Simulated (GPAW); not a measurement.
Consider PbF2 (Fluorocronite, Fm-3m).

```
Pb F
1.0
     0.00000    2.96366    2.96366
     2.96366    0.00000    2.96366
     2.96366    2.96366    0.00000
Pb F
1 2
Direct
  0.00000 0.00000 0.00000
  0.75000 0.75000 0.75000
  0.25000 0.25000 0.25000
```

Absorber: atom 2, with 4 Pb at 2.57 Å (tetrahedral, site symmetry -43m). Method: GPAW, PBE, full core hole (charged cell), 18-atom cell with 7.3 Å between holes, 3×3×2 k points, dipole transitions, Gaussian full width 0.9 eV up to 4 eV, rising linearly to 3.5 eV at 25 eV, without spin-orbit coupling.

The database entry behind the starting cell differs from later determinations by our own check (0.1 to 0.3 % short, probably kX units), so it need not match the best structure at ambient conditions.

Q: What does the F K edge look like?

Main maxima up to 24 eV above the zero (height): 0.9 eV (2.16), 2.4 eV (2.55), 12.1 eV (1.98) and 22.0 eV (1.47). A K edge sees empty p states on the absorber. The total-energy difference plus the lowest empty eigenvalue puts the zero at 694.04 eV. One term is added: -9.97 eV, since the hole is spin-paired here and a spin-polarised one costs that much less in the free atom (computed apart). The photon energy is then 684.07 eV. The functional and the charged cell's background leave an error of a few eV in such absolute values.

The F K spectrum (energy from the lowest empty level; intensity scaled to a mean of 1 over the first 20 eV):

```tsv
E (eV)	intensity
-2.00	0.00
-1.25	0.00
-0.50	0.02
0.25	0.77
1.00	2.13
1.75	1.60
2.50	2.51
3.25	0.98
4.00	0.19
4.75	0.08
5.50	0.21
6.25	0.30
7.00	0.33
7.75	0.33
8.50	0.44
9.25	1.12
10.00	1.68
10.75	1.68
11.50	1.85
12.25	1.96
13.00	1.55
13.75	0.98
14.50	0.65
15.25	0.54
16.00	0.54
16.75	0.59
17.50	0.71
18.25	0.90
19.00	1.08
19.75	1.21
20.50	1.32
21.25	1.43
22.00	1.47
22.75	1.41
23.50	1.27
24.25	1.13
25.00	1.08
25.75	1.10
26.50	1.17
27.25	1.27
28.00	1.34
28.75	1.33
29.50	1.21
30.25	1.00
31.00	0.78
31.75	0.63
```

The mesh is coarse (0.46 Å⁻¹ between points), so small maxima may be mesh ripples. Lifetime broadening is put in by hand, and intensities beyond about 20 eV depend on it and on the partial waves. The structure is a published determination, not relaxed.

[Banner, clock and machine lines of the logs are left out without a mark of their own.]

[Logs are printed without paths, hosts, clocks, repeated set-up lines and the standing remarks that a program may print on its own settings, such as how far it seeks lower states.]

[Hosts, paths, dates, database ids (printed as entryN), source tags and the programs' standing remarks are cut or masked in the printed files.]

[Lists of maxima count a maximum above −3 eV only where it reaches 4 % of the highest in the window and stands out from its surroundings by 2 % of it (1.5 % where it reaches 55 %); shoulders and weaker maxima are passed over, and of the rest the first, up to two pre-edge ones and the few strongest are named.]
